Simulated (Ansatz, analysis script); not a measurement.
# Energy of a turned moment in CaMn2As2, part 2 of 2

Aim: the energy that it costs to turn one moment of CaMn2As2 against the others.

Ansatz 0.2.0; PBEsol, PAW set soft_1 (files made for PBE).

So far, largest spin moment in the atom's sphere (μB): step 2 (collinear start 1: ferro ++) 2.47; step 3 (collinear start 2: antiferro +-) 3.13; step 5 (denser mesh) 3.13.

### 6. Constrained states

Level of this step: Ansatz DFT on spinors, a batch of states with constrained moment directions; PBEsol, PAW set soft_1; PAW set soft_1 (Ansatz).

A canted state is in general not stationary, so a lock holds the direction of each moment by a field that the run finds for itself, with a floor under its size so that it cannot collapse. One batch solves all states on one mesh, so that their energies can be subtracted.

The input counts atoms from 0. Atom 2 (Mn) is the turned one, and with it all its lattice images.

The runs on spinors take the mesh 10×10×5.

Input file input.yaml:

```yaml
crystal:
  lattice:
    - [4.0003377127, 0.0, 0.0]
    - [-2.0001688564, 3.4643940829, 0.0]
    - [0.0, 0.0, 6.995535]
  atoms:
    - { symbol: Ca, position: [0.0, 0.0, 0.0] }
    - { symbol: Mn, position: [0.33333333, 0.66666667, 0.615869], spin: 3.13, spin_axis: [0.0, 0.0, 1.0] }
    - { symbol: Mn, position: [0.66666667, 0.33333333, 0.384131], spin: 3.13, spin_axis: [0.0, 0.0, -1.0] }
    - { symbol: As, position: [0.66666667, 0.33333333, 0.729099] }
    - { symbol: As, position: [0.33333333, 0.66666667, 0.270901] }
kpoints:
  mp_grid: { grid: [10, 10, 5] }
hamiltonian:
  xc: pbesol
  pseudopotentials: { kind: paw, azcp: { folder: soft_1 }, xc_functional: pbe }
scf:
  occupations: { method: fermi_dirac, width: 0.05 }
  max_iter: 120
  convergence: { dr2_threshold: 1.0e-08 }
  lower_state_search: "off"
basis:
  ecutwfc: 420.0
magnetization:
  noncollinear: true
magnetic_configurations:
  lock: { kind: ray, floor_fraction: 0.25 }
  seed: rotate
  angular_fan:
    site: 2
    rotation_axis: [0, 1, 0]
    angles_deg: [0, 30, 60, 90, 135, 180]
```

Started as:

```bash
ansatz run input.yaml --threads 4 --pin off --max-ram 8192MiB --backend cpu --events-out ev --progress --plain --runs-dir out
```

Numbers of over 12 decimals in the logs are rounded to 6 here.

The program printed:

```text
[...]
Crystal: 5 atoms, lattice volume = 96.949 Å³
Basis set: ecut = 420 eV, 1919 PW (Γ)
Bands: 84, of which v1, the nominal top of the filled ones, is band 70 counted from 1 (69 counted from 0)
Symmetry: 6 space group operations
k-points: 500 (irreducible under 1 space group operation)
[...]
Starting moments: Σ|m| = 6.26 μB on 2 of 5 sites
[...]
SCF iter   1: F=-19154.267896 eV  HF=-19161.120713 eV  |F-HF|=6.85e0  |Δ(HF+E_count)|=         —  Δρ=8.72e-2  dr2=8.31e0  dr2_m=1.17e-1  ethr=1.21e-2  |M|=2.99e-16 ∫|m|=6.13e0 μB  |m|>n=0.0e0 m-floor=0.0e0 τ_xc=4.1e-12 mc-row=0.0e0  β_m=0.30  ⟨swp⟩=3.7  Hψ=210372  notcnv=0
[...]
spin=Noncollinear: Kerker preconditioning applied to the charge; magnetization (m_x, m_y, m_z) channels mix plain (no charge-response kernel on spin).
SCF iter   2: F=-19158.274054 eV  HF=-19160.222507 eV  |F-HF|=1.95e0  |Δ(HF+E_count)|=   8.98e-1  Δρ=3.49e-2  dr2=2.37e0  dr2_m=7.34e-2  ethr=1.19e-2  |M|=1.01e-15 ∫|m|=6.53e0 μB  |m|>n=0.0e0 m-floor=0.0e0 τ_xc=4.9e-12 mc-row=0.0e0  β_m=0.35  ⟨swp⟩=3.9  Hψ=91518  notcnv=0  defer=82
[...]
SCF iter  14: F=-19159.853331 eV  HF=-19159.853331 eV  |F-HF|=1.96e-9  |Δ(HF+E_count)|=   5.14e-9  Δρ=1.66e-6  dr2=3.43e-9  dr2_m=1.24e-10  ethr=4.75e-11  |M|=3.07e-16 ∫|m|=7.23e0 μB  |m|>n=0.0e0 m-floor=0.0e0 τ_xc=2.5e-9 mc-row=0.0e0  ⟨swp⟩=4.0  Hψ=93459  notcnv=0  defer=2
SCF 1 converged in 14 iterations: F = -19159.853331 eV  dr2 = 3.43e-9
[...]
the search or the solves at the SCF's close seem to have found levels that the self-consistency loop had missed (the run counts 6). By its estimate they hold under 1e-12 electrons; where the run keeps them, the occupations were computed again with them
── magnetic configuration reference member: converged ──
── magnetic configuration member 1/6: fan2.0 ──
[...]
SCF 1 converged in 3 iterations: F = -19159.853331 eV  dr2 = 9.65e-9
[...]
── member 1 fan2.0: converged ──
── magnetic configuration member 2/6: fan2.30 ──
Symmetry: 1 space group operations
k-points: 500
[...]
Constraint outer step 1 at iter 11: max|Δm| = 2.03e-2 μB  λ_eff = 1.000 eV/μB²  [c0 t0: gradient δμ = +4.052e-2 eV/μB]
[...]
SCF 1 converged in 22 iterations: F = -19159.818873 eV  dr2 = 6.45e-9
── member 2 fan2.30: converged ──
── magnetic configuration member 3/6: fan2.60 ──
[...]
SCF 1 converged in 28 iterations: F = -19159.729131 eV  dr2 = 4.84e-9
── member 3 fan2.60: converged ──
── magnetic configuration member 4/6: fan2.90 ──
[...]
SCF 1 converged in 28 iterations: F = -19159.625091 eV  dr2 = 3.00e-9
── member 4 fan2.90: converged ──
── magnetic configuration member 5/6: fan2.135 ──
[...]
SCF 1 converged in 29 iterations: F = -19159.508152 eV  dr2 = 5.41e-9
── member 5 fan2.135: converged ──
── magnetic configuration member 6/6: fan2.180 ──
[...]
SCF 1 converged in 12 iterations: F = -19159.472855 eV  dr2 = 8.86e-9
── member 6 fan2.180: converged ──
SCF converged after 14 iterations
Stability not checked: this state was not tested for a lower state beside it, because a magnetisation constraint still acts at the end of the SCF (magnetization_constraint; see scf.lower_state_search)
Magnetization: |M| = 0.0000 μB,  M = (-0.0000, +0.0000, -0.0000) μB
Absolute magnetization: 7.2294 μB (∫|m|, with the PAW one-centre terms)
  site 0: m = (+0.0000, -0.0000, -0.0000) μB, |m| = 0.0000 μB  (R = 1.23 Å)
  site 1: m = (-0.0000, +0.0000, +3.1304) μB, |m| = 3.1304 μB  (R = 1.00 Å)
  site 2: m = (+0.0000, -0.0000, -3.1304) μB, |m| = 3.1304 μB  (R = 1.00 Å)
  site 3: m = (+0.0000, +0.0000, -0.0114) μB, |m| = 0.0114 μB  (R = 1.00 Å)
  site 4: m = (-0.0000, -0.0000, +0.0114) μB, |m| = 0.0114 μB  (R = 1.00 Å)
--- Magnetisation constraints (ε_frz = 1.0e-4 eV) ---
  site  kind           target                      achieved (μB)             |Δ|max (μB)  g (eV/μB)                     λ_eff  esc  ok   flags
  1     per_site_axis  ê (+0.000, +0.000, +1.000)  (+0.000, -0.000, +3.130)  1.74e-16     (+3.5e-16, -1.2e-16, +0.0e0)  1.000  0    yes
  2     per_site_axis  ê (+0.000, +0.000, -1.000)  (+0.000, -0.000, -3.130)  6.58e-16     (+1.3e-15, -3.6e-16, +0.0e0)  1.000  0    yes
Free energy (F): -19159.853331 eV
[...]
Internal energy: -19159.829702 eV  (E = F + TS)
E sigma→0 (E₀):  -19159.841517 eV
Entropy (-TS):   -0.023629 eV (-4.726 meV/atom)
Fermi energy:    11.094452 eV
[...]
--- Band table (eV; the first three rows and the last of 500) ---
  k-point 0: bands = [... 66 lower, 11.3948, 11.3948, 11.3948, 11.3948, 12.2417, 12.2417, 12.2417, 12.2417, ... 10 higher]
  k-point 1: bands = [... 66 lower, 11.3388, 11.3388, 11.3388, 11.3388, 12.2471, 12.2471, 12.2471, 12.2471, ... 10 higher]
  k-point 2: bands = [... 66 lower, 11.2451, 11.2451, 11.2451, 11.2451, 12.2324, 12.2324, 12.2656, 12.2656, ... 10 higher]
  k-point 499: bands = [... 66 lower, 10.6609, 10.6609, 10.9498, 10.9498, 11.5574, 11.5574, 12.1610, 12.1610, ... 10 higher]
--- Magnetic configurations: 6 members + reference (common group order 1, 500 k-points under it; ray lock λ = 1 eV/μ_B², moment radius default, seed rotate, symmetry detected) ---
  F: the free energy, without the constraint's penalty, at the texture the member reached; Δ(F+E_count)@target: (F + electron-count term + first-order target correction) against the reference's — the energy at the target texture, the difference a fit consumes
  member                      status             F (eV) Δ(F+E_count)@target (meV)  max|Δm| μB  max|g| eV/μB  outer  esc   |G|
  reference                converged     -19159.8533310                    +0.000    6.58e-16      1.32e-15      0    0     6
  fan2.0                   converged     -19159.8533310                    +0.000    6.58e-16      1.32e-15      0    0     6
  fan2.30                  converged     -19159.8188729                   +34.498     4.63e-4       4.14e-2      1    0     1
  fan2.60                  converged     -19159.7291308                  +124.229     2.37e-4       6.47e-2      1    0     1
[...]
fan2.135                 converged     -19159.5081520                  +345.155     3.36e-4       3.68e-2      1    0     1
  fan2.180                 converged     -19159.4728549                  +380.476    3.04e-16      6.07e-16      0    0     6
```

Elapsed: 44 min, on 4 threads of Arm Neoverse V2, shared host; peak memory 5.1 GiB.

The batch gives an energy and a set of moments for each member that converges.

### 7. Analysis

All numbers here come from the batch. Energies are free energies plus the run's first-order correction to the targets, less the reference.

```
angle (°)  energy (meV a cell)  turned moment (μB)
        0                 0.00               3.130
       30                34.50               3.110
       60               124.23               3.022
       90               228.23               2.883
      135               345.15               2.601
      180               380.48               2.479
```

A fit E(θ) = A (1 − cos θ) + B sin²θ to the 3 turned states whose moment kept its size within 15 % gives A = 189 meV and B = 39.2 meV, with an r.m.s. miss of 0.40 meV. A > 0 favours the reference's alignment.

### 8. Results

```yaml
energy_at_180: 380 meV a cell
turned_moment: 3.13 μB at 0°, 2.48 μB at 180°
bilinear_term_a: 189 meV
biquadratic_term_b: 39.2 meV
```

**Reading.** Every turn costs energy, 380 meV a cell at 180°, so the antiferromagnetic reference is stable against this one rotation; no orders other than those typed and the 180° state were run. The turned moment goes from 3.13 to 2.48 μB, so its size depends on the angle, which a model of rigid spins leaves out. The biquadratic term is 21 % of the bilinear one, so a Heisenberg term alone is not enough; B > 0 favours collinear states. With two magnetic atoms a cell and E = −Σ J e·e over ordered pairs, the couplings of one atom to all images of the other sum to -94.6 meV. Spin–orbit coupling is switched off, and couplings of the turned atom to its own lattice images don't enter, since these turn with it. Energies are free energies at a smearing of 0.05 eV, and with partly filled levels differences shift, at times strongly, as the smearing goes to zero. In doubt: the program's search for lower states was switched off, so a lower magnetic state than those reached may exist.

[Logs and program files are shortened in this print: banners, set-up blocks, solver, clock and traceback lines can be left out without a mark of their own.]

[Logs are printed without paths, hosts, clocks, repeated set-up lines and the standing remarks that a program may print on its own settings, such as how far it seeks lower states.]

[Hosts, paths, dates, database ids (printed as entryN), source tags and the programs' standing remarks are cut or masked in the printed files.]
